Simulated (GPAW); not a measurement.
# Surface energy and work function of Cu(111) from slabs of 3 to 12 layers (RPBE)

How do energy and work function of Cu(111) films settle with thickness, and what surface energy follows?

Set-up. GPAW 26.7.0, plane waves at 450 eV with PAW setups; symmetric 1×1 slabs cut at the tabulated lattice constant (two decimals; low-temperature values for the alkali metals), atoms at bulk places, 7.5 Å of vacuum on each side, one in-plane mesh for all thicknesses, Fermi-Dirac smearing of 0.1 eV. Energies are extrapolated to zero smearing and count from the program's reference atoms. Functional RPBE. The cell's area is 5.643 Å².

What came out, but for one run:

```
layers  energy (eV)  work function (eV)
     3      −8.6379                4.60
     4     −11.7544                4.61
     5     −14.8777                4.62
     6     −18.0076                4.62
     7     −21.1234                4.62
     8     −24.2541                4.62
     9     −27.3671                4.62
    10     −30.4983                4.62
    11     −33.6150                4.63
    12            ?                   ?
```

**Question.** What surface energy do these runs give, and what energy and work function should the 12-layer slab have?

A: A slab of n layers has E(n) = nε + 2Aγ once its middle is bulk-like. A line through n = 6 to 11 has the slope ε = −3.1221 eV a layer and the intercept 2Aγ = 0.7272 eV (r.m.s. residual 3.7 meV). So γ = 0.7272 / (2 × 5.643 Å²) = 0.0644 eV/Å² = 1.03 J/m², with a standard error of about 0.01 J/m² from the scatter about the line. For 12 layers: 0.7272 + 12 × (−3.1221) = −36.738 eV; the run gives −36.740 eV, 1.8 meV under the line. The work function has no such law: from 6 to 11 layers it moves between 4.62 and 4.63 eV (mean 4.62), and the 12-layer slab gives 4.62 eV. The thinnest slab, 3 layers, lies −0.02 eV from that mean. The measured value for this face is 4.90 eV (“Anisotropic work function of elemental crystals” (2019, arxiv:1902.07811)); the unrelaxed 12-layer slab lies 0.28 eV under it.

**Limits.** The surfaces are unrelaxed, so γ is an upper bound for this functional and lattice constant. The tabulated lattice constant isn't the functional's own, which strains the slab a little.

[Logs are printed without paths, hosts, clocks, repeated set-up lines and the standing remarks that a program may print on its own settings, such as how far it seeks lower states.]
